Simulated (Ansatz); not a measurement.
# InPt3C (Pm-3m): Grüneisen parameters, part 2 of 2

Aim: how the phonons of InPt3C (Pm-3m) shift with volume, and the thermal expansion that follows.

Ansatz 0.2.0; DFT PBEsol, scalar-relativistic, plane waves, PAW; PAW set soft_1.

So far, highest frequency on the path or at a solved wavevector (cm⁻¹): step 2 (the dispersion) 628; step 4 (phonons at the other volume, volume ratio 0.97) 667.

### 5. Relaxing at another volume, volume ratio 1.03

The volume is scaled by 1.03 and held; symmetry leaves nothing to relax, so this is a single point. The modes can then be followed against volume.

The input, input.yaml:

```yaml
crystal:
  lattice:
    - [4.2393298407, 0.0, 0.0]
    - [0.0, 4.2393298407, 0.0]
    - [0.0, 0.0, 4.2393298407]
  atoms:
    - { symbol: In, position: [0.0, 0.0, 0.0] }
    - { symbol: Pt, position: [0.5, 0.0, 0.5] }
    - { symbol: Pt, position: [0.5, 0.5, 0.0] }
    - { symbol: Pt, position: [0.0, 0.5, 0.5] }
    - { symbol: C, position: [0.5, 0.5, 0.5] }
kpoints:
  mp_grid: { grid: [8, 8, 8] }
hamiltonian:
  xc: pbesol
  pseudopotentials: { kind: paw, azcp: { folder: soft_1 }, xc_functional: pbe }
scf:
  occupations: { method: methfessel_paxton, width: 0.2 }
output:
  forces: true
  stress: true
  eigenvalues: true
```

Run with:

```
ansatz run input.yaml --threads 4 --pin off --max-ram 10240MiB --backend cpu --events-out ev --progress --plain --runs-dir out
```

Numbers of over 12 decimals in the logs are rounded to 6 here.

The program printed:

```text
[...]
Crystal: 5 atoms, lattice volume = 76.189 Å³
Basis set: ecut = 420 eV, 1503 PW (Γ), exchange–correlation on 60×60×60 points (8 copies of the dense FFT grid, shifted against one another)
Bands: 43, of which v1, the nominal top of the filled ones, is band 36 counted from 1 (35 counted from 0)
Symmetry: 48 space group operations
[...]
k-points: 35 of 512
[...]
k-point 0: bands = [... 32 lower, 17.7121, 17.7468, 17.7468, 17.7468, 20.1823, 20.1823, 20.1823, 20.9710, ... 3 higher]
  k-point 1: bands = [... 32 lower, 17.5890, 17.7471, 17.8433, 17.8433, 19.7046, 20.4611, 20.4611, 21.4064, ... 3 higher]
  k-point 2: bands = [... 32 lower, 17.2344, 17.7479, 18.0818, 18.0818, 19.6483, 21.1923, 21.1923, 21.5051, ... 3 higher]
  k-point 34: bands = [... 32 lower, 16.4923, 17.5514, 17.5514, 17.5514, 19.6392, 19.6392, 19.6392, 19.7524, ... 3 higher]
[key lines of the parts left out:]
SCF converged after 8 iterations
Free energy (F): -42927.114879 eV
Fermi energy:    18.628094 eV
P = ⅓ Tr σ = -6.0518 GPa (-60.518 kbar)
```

Run time: 1.8 s. Hardware: 4 threads of Arm Neoverse V1, shared host; peak memory 0.43 GiB; 6.6 s of CPU time.

This step gave:

```yaml
pressure: -6.052 GPa
volume_per_atom: 15.24 Å³
```

The run ends at a pressure of -6.05 GPa.

### 6. Phonons at the other volume, volume ratio 1.03

The phonons are repeated at this volume on the same k and q meshes.

Edit input.yaml of step 5 so:

```diff
@@ -19,4 +19,11 @@
 output:
-  forces: true
-  stress: true
   eigenvalues: true
+phonons:
+  method: dfpt
+  qmesh: [4, 4, 4]
+  temperatures: { t_max: 1000, t_step: 50 }
+  qpath:
+    path:
+      - [[0.0, 0.0, 0.0], [0.0, 0.5, 0.0], [0.5, 0.5, 0.0], [0.0, 0.0, 0.0], [0.5, 0.5, 0.5], [0.0, 0.5, 0.0]]
+      - [[0.5, 0.5, 0.5], [0.5, 0.5, 0.0]]
+    npoints: 10
```

The program printed:

```text
[...]
Crystal: 5 atoms, lattice volume = 76.189 Å³
Basis set: ecut = 420 eV, 1503 PW (Γ), exchange–correlation on 60×60×60 points (8 copies of the dense FFT grid, shifted against one another)
Bands: 43, of which v1, the nominal top of the filled ones, is band 36 counted from 1 (35 counted from 0)
Symmetry: 48 space group operations
k-points: 35 of 512
[...]
k-point 34: bands = [... 32 lower, 16.4923, 17.5514, 17.5514, 17.5514, 19.6392, 19.6392, 19.6392, 19.7524, ... 3 higher]
[...]
ASR residual: 6.181e-5 → 0.000e0 eV/Å²; symmetrization residual: 3.714e-6 eV/Å²
  ASR residual per site (eV/Å²): 1.83e-5 6.18e-5 6.18e-5 6.18e-5 1.13e-5
[...]
--- Phonons (arbitrary-q DFPT): 10 irreducible q on the 4×4×4 mesh ---
[...]
interpolated dispersion: 62 rows × 15 modes
[...]
[key lines of the parts left out:]
SCF converged after 11 iterations
Free energy (F): -42927.114879 eV
Fermi energy:    18.628101 eV
```

Elapsed: 27 min, on 4 threads; peak memory 3.7 GiB; 1.7 h of CPU time.

This step gave:

| Property | Result |
| --- | --- |
| sum-rule residual before enforcement | 6.18e-5 eV/Å² |
| lowest frequency on the path | -99.69 cm⁻¹ |
| highest frequency on the path or at a solved wavevector | 590.1 cm⁻¹ |
| highest optical mode at the zone centre (no LO-TO term) | 322.8 cm⁻¹ |
| lowest optical zone-centre mode | -67.73 cm⁻¹ |
| lowest mode on the q mesh (acoustic modes at Γ apart) | -99.69 cm⁻¹ |

The highest optical mode at the zone centre (no LO-TO term) is 322.8 cm⁻¹, -48.3 cm⁻¹ against the base run.

### 7. Grüneisen parameters

The Grüneisen parameter of a mode is minus the logarithmic change of its frequency with volume, −d ln ω / d ln V; weighted by heat capacity it gives the expansion.

Numbers from this step:

| Quantity | Value |
| --- | --- |
| bulk modulus | 221.7 GPa |

Phonon branches along the path, in cm⁻¹:

```tsv
point	branch 1	branch 2	branch 3	branch 4	branch 12	branch 13	branch 14	branch 15
Γ	-66	-66	-66	0	96	371	371	371
halfway	-68	-65	-65	-29	110	366	366	523
X	-71	-70	-70	-32	129	355	355	628
halfway	-85	-84	-80	-66	150	357	515	623
M	-100	-100	-91	-91	166	366	624	624
halfway	-84	-73	-67	-53	130	358	511	526
Γ	-66	-66	-66	0	96	371	371	371
halfway	-89	-74	-74	-74	150	504	526	526
R	-64	-64	-64	-21	201	617	617	617
halfway	-83	-81	-79	-77	168	515	527	620
X	-71	-70	-70	-32	129	355	355	628
jump to R	-64	-64	-64	-21	201	617	617	617
halfway	-82	-82	-74	-74	184	524	619	619
M	-100	-100	-91	-91	166	366	624	624
```

The same for volume x 0.97:

```tsv
point	branch 1	branch 2	branch 3	branch 4	branch 12	branch 13	branch 14	branch 15
Γ	-63	-63	-63	0	109	419	419	419
X	-70	-69	-69	-21	144	402	402	667
M	-100	-100	-93	-93	180	414	662	662
Γ	-63	-63	-63	0	109	419	419	419
R	-64	-64	-64	-23	216	656	656	656
X	-70	-69	-69	-21	144	402	402	667
R	-64	-64	-64	-23	216	656	656	656
M	-100	-100	-93	-93	180	414	662	662
```

The same for volume x 1.03:

```tsv
point	branch 1	branch 2	branch 3	branch 4	branch 12	branch 13	branch 14	branch 15
Γ	-68	-68	-68	0	82	323	323	323
X	-72	-70	-70	-40	115	306	306	590
M	-100	-100	-89	-89	151	317	586	586
Γ	-68	-68	-68	0	82	323	323	323
R	-65	-65	-65	-20	186	580	580	580
X	-72	-70	-70	-40	115	306	306	590
R	-65	-65	-65	-20	186	580	580	580
M	-100	-100	-89	-89	151	317	586	586
```

### 8. What came out

| Quantity | Value |
| --- | --- |
| bulk modulus | 222 GPa |

**Reading.** No expansion is given, because modes are imaginary at one volume or more. The highest optical mode at Γ goes from 419 to 323 cm⁻¹ as the cell grows, a Grüneisen parameter of 4.33. Branches are matched by rank, so values near crossings are rough. With no gap, or one that is small against the smearing, the frequencies hang on the k mesh and the smearing, most of all near Kohn anomalies. The phonon runs are without spin polarisation, although the cell has an odd electron count. Spin-orbit coupling is left out, which can matter for the heavy elements here. The PAW files were made for PBE and serve the other functionals too.

[Logs are printed without paths, hosts, clocks, repeated set-up lines and the standing remarks that a program may print on its own settings, such as how far it seeks lower states.]

[Hosts, paths, dates, database ids (printed as entryN), source tags and the programs' standing remarks are cut or masked in the printed files.]
